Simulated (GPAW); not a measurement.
# TlCrTe2: which magnetic order is lowest

A self-consistent run ends on one state, which hangs on the start. Several orders of TlCrTe2 are started in GPAW and their energies compared.

Program: GPAW 26.7.0. Level of theory: LDA with U = 4.38 eV on Cr d; plane waves with GPAW's PAW setups, scalar-relativistic. Results are calculated unless marked as measured.

This is a report of a sequence of runs, with most program output left out.

## 1. Starting point

It takes space group P-3m1 (No. 164, trigonal). The conventional cell has a = 4.110 Å, b = 4.110 Å, c = 7.949 Å, α = 90.00°, β = 90.00°, γ = 120.00°. Cr has 6 Te at 2.78 Å nearest. Tl has 6 Te at 3.46 Å nearest. Nearest to Te lie 3 Cr at 2.78 Å and 3 Tl at 3.46 Å. Farther neighbours and most contacts between anions are not listed.

The cell comes from a database of computed structures and need not be the stable phase.

## 2. Order 1, typed as ferro +

Parallel moments need no larger cell; this start tests for a ferromagnetic state only. A Hubbard term is added for the open shell, at a value in common use.

order1.py

```python
import json
import numpy as np
from ase import Atoms
from ase.parallel import paropen, parprint
from gpaw import GPAW

atoms = Atoms(['Cr', 'Tl', 'Te', 'Te'],
    cell=[[4.10983299, 0.0, 0.0],
         [-2.0549165, 3.55921978, 0.0],
         [0.0, 0.0, 7.94888338]],
    scaled_positions=[[0.0, 0.0, 0.5],
         [0.0, 0.0, 0.0],
         [0.66666667, 0.33333333, 0.68330262],
         [0.33333333, 0.66666667, 0.31669738]],
    pbc=True,
    magmoms=[3.0, 0.0, 0.0, 0.0])
atoms.calc = GPAW(mode={'name': 'pw', 'ecut': 550},
    xc='LDA',
    kpts={'size': (6, 6, 6), 'gamma': True},
    occupations={'name': 'fermi-dirac', 'width': 0.05},
    convergence={'density': 1e-05, 'energy': 1e-05},
    maxiter=200,
    setups={'Cr': ':d,4.38'},
    symmetry={'tolerance': 1e-4},
    txt='order1.txt')
e = atoms.get_potential_energy(force_consistent=True)
res = {'free_energy': e, 'energy_sigma0': atoms.get_potential_energy(), 'fermi_energy': atoms.calc.get_fermi_level()}
res['moments'] = atoms.get_magnetic_moments().tolist()
res['total'] = atoms.get_magnetic_moment()
parprint('site moments (muB):', np.round(res['moments'], 3))
parprint(f"total moment: {res['total']:.3f} muB")
parprint(f'free energy: {e:.6f} eV')
atoms.calc.write('order1.gpw')
with paropen('results.json', 'w') as f:
    json.dump(res, f)
```

Started as:

```
OMP_NUM_THREADS=1 mpirun -n 2 gpaw python order1.py > order1.log
```

Run time: 2.3 min. Hardware: 2 MPI ranks of Arm Neoverse N1, shared host; peak memory 0.55 GiB; 4.7 min of CPU time.

Spin moment in the augmentation sphere by atom:

```
atom  spin moment in the augmentation sphere (μB)
 Cr1                                         3.51
 Tl2                                        -0.02
 Te3                                        -0.19
 Te4                                        -0.19
```

Numbers from this step:

* magnetization: 3.164 μB
* final state: ferromagnetic

After 15 cycles the largest moment stands at 3.51 μB.

## 3. Run 2 (antiferro q=(0,1/2,0) +-)

Another pattern of signs weighs the neighbour shells otherwise.

This order needs a doubled cell of 8 atoms. Its mesh is chosen so that both cells sample the same points.

order2.py

```python
import json
import numpy as np
from ase import Atoms
from ase.parallel import paropen, parprint
from gpaw import GPAW

atoms = Atoms(['Cr', 'Cr', 'Tl', 'Tl', 'Te', 'Te', 'Te', 'Te'],
    cell=[[4.10983299, 0.0, 0.0],
         [-4.10983299, 7.11843955, 0.0],
         [0.0, 0.0, 7.94888338]],
    scaled_positions=[[0.0, 0.0, 0.5],
         [0.0, 0.5, 0.5],
         [0.0, 0.0, 0.0],
         [0.0, 0.5, 0.0],
         [0.66666667, 0.16666666, 0.68330262],
         [0.66666667, 0.66666667, 0.68330262],
         [0.33333333, 0.33333334, 0.31669738],
         [0.33333333, 0.83333334, 0.31669738]],
    pbc=True,
    magmoms=[3.0, -3.0, 0.0, 0.0, 0.0, 0.0, 0.0, 0.0])
atoms.calc = GPAW(mode={'name': 'pw', 'ecut': 550},
    xc='LDA',
    kpts={'size': (6, 3, 6), 'gamma': True},
    occupations={'name': 'fermi-dirac', 'width': 0.05},
    convergence={'density': 1e-05, 'energy': 1e-05},
    maxiter=200,
    setups={'Cr': ':d,4.38'},
    symmetry={'tolerance': 1e-4},
    txt='order2.txt')
e = atoms.get_potential_energy(force_consistent=True)
res = {'free_energy': e, 'energy_sigma0': atoms.get_potential_energy(), 'fermi_energy': atoms.calc.get_fermi_level()}
res['moments'] = atoms.get_magnetic_moments().tolist()
res['total'] = atoms.get_magnetic_moment()
parprint('site moments (muB):', np.round(res['moments'], 3))
parprint(f"total moment: {res['total']:.3f} muB")
parprint(f'free energy: {e:.6f} eV')
atoms.calc.write('order2.gpw')
with paropen('results.json', 'w') as f:
    json.dump(res, f)
```

Started as:

```
OMP_NUM_THREADS=1 mpirun -n 2 gpaw python order2.py > order2.log
```

Run time: 23 min. Hardware: 2 MPI ranks; peak memory 1.2 GiB.

The run was cut off at its time limit.

It was cut off while still iterating. More time helps where the residual falls; where it has stalled, the mixing must change.

## 4. Order 3, typed as no spin polarisation

A run without seeds gives the energy of the state without moments.

nospin.py

```python
import json
import numpy as np
from ase import Atoms
from ase.parallel import paropen, parprint
from gpaw import GPAW

atoms = Atoms(['Cr', 'Tl', 'Te', 'Te'],
    cell=[[4.10983299, 0.0, 0.0],
         [-2.0549165, 3.55921978, 0.0],
         [0.0, 0.0, 7.94888338]],
    scaled_positions=[[0.0, 0.0, 0.5],
         [0.0, 0.0, 0.0],
         [0.66666667, 0.33333333, 0.68330262],
         [0.33333333, 0.66666667, 0.31669738]],
    pbc=True)
atoms.calc = GPAW(mode={'name': 'pw', 'ecut': 550},
    xc='LDA',
    kpts={'size': (6, 6, 6), 'gamma': True},
    occupations={'name': 'fermi-dirac', 'width': 0.05},
    convergence={'density': 1e-05, 'energy': 1e-05},
    maxiter=200,
    setups={'Cr': ':d,4.38'},
    symmetry={'tolerance': 1e-4},
    txt='nospin.txt')
e = atoms.get_potential_energy(force_consistent=True)
res = {'free_energy': e, 'energy_sigma0': atoms.get_potential_energy(), 'fermi_energy': atoms.calc.get_fermi_level()}
parprint(f'free energy: {e:.6f} eV')
atoms.calc.write('nospin.gpw')
with paropen('results.json', 'w') as f:
    json.dump(res, f)
```

Started as:

```
OMP_NUM_THREADS=1 mpirun -n 2 gpaw python nospin.py > nospin.log
```

Elapsed: 2 min, on 2 MPI ranks; peak memory 0.46 GiB; 4.1 min of CPU time.

This step gave:

```
final state : non-magnetic (no spin polarisation)
```

It lies 3238 meV a seeded atom over the first start.

## 5. Energies of the orders

These are free energies at a smearing of 0.05 eV, so its entropy term is in the differences. They are divided by the number of seeded atoms, so that cells of unlike size compare. Wavevectors q in the names are fractions of the reciprocal vectors of the first run's cell.

Orders:

```
               start    final state  typed order kept  energy over the lowest (meV a seeded atom)  largest site moment (μB)  net moment (μB a primitive cell)  mesh matched  CPU time (s)
             ferro +  ferromagnetic               yes                                           0                      3.51                             3.164           yes         279.7
no spin polarisation   non-magnetic                 -                                        3238                         0                                 0           yes         245.7
```

## 6. Results

```yaml
lower_run: with moments
largest_site_moment: 3.51 μB
next_state: non-magnetic, 3238 meV a seeded atom higher
run_without_spin_seeds_over_the_lowest: 3238 meV a seeded atom
```

What this shows: No opposed order could be compared. The parallel start holds moments up to 3.51 μB. 1 start gave no converged result and is missing from the ranking; where cut off, the energy had nearly settled, +50.1 meV a seeded atom from the lowest. Under a U a spinless open shell is left with part-filled orbitals, which the U penalises, so its energy is no clean measure of what the moments gain. No antiferromagnetic order was obtained, so the session says nothing on how the moments order. The net moment is no whole number, as in a metal, where a U can create or inflate moments that the crystal lacks.

[Logs and program files are shortened in this print: banners, set-up blocks, solver, clock and traceback lines can be left out without a mark of their own.]

[Logs are printed without paths, hosts, clocks, repeated set-up lines and the standing remarks that a program may print on its own settings, such as how far it seeks lower states.]

[Hosts, paths, dates, database ids (printed as entryN), source tags and the programs' standing remarks are cut or masked in the printed files.]

[Where a cell is said to come from a database of computed structures, the database is the Materials Project.]
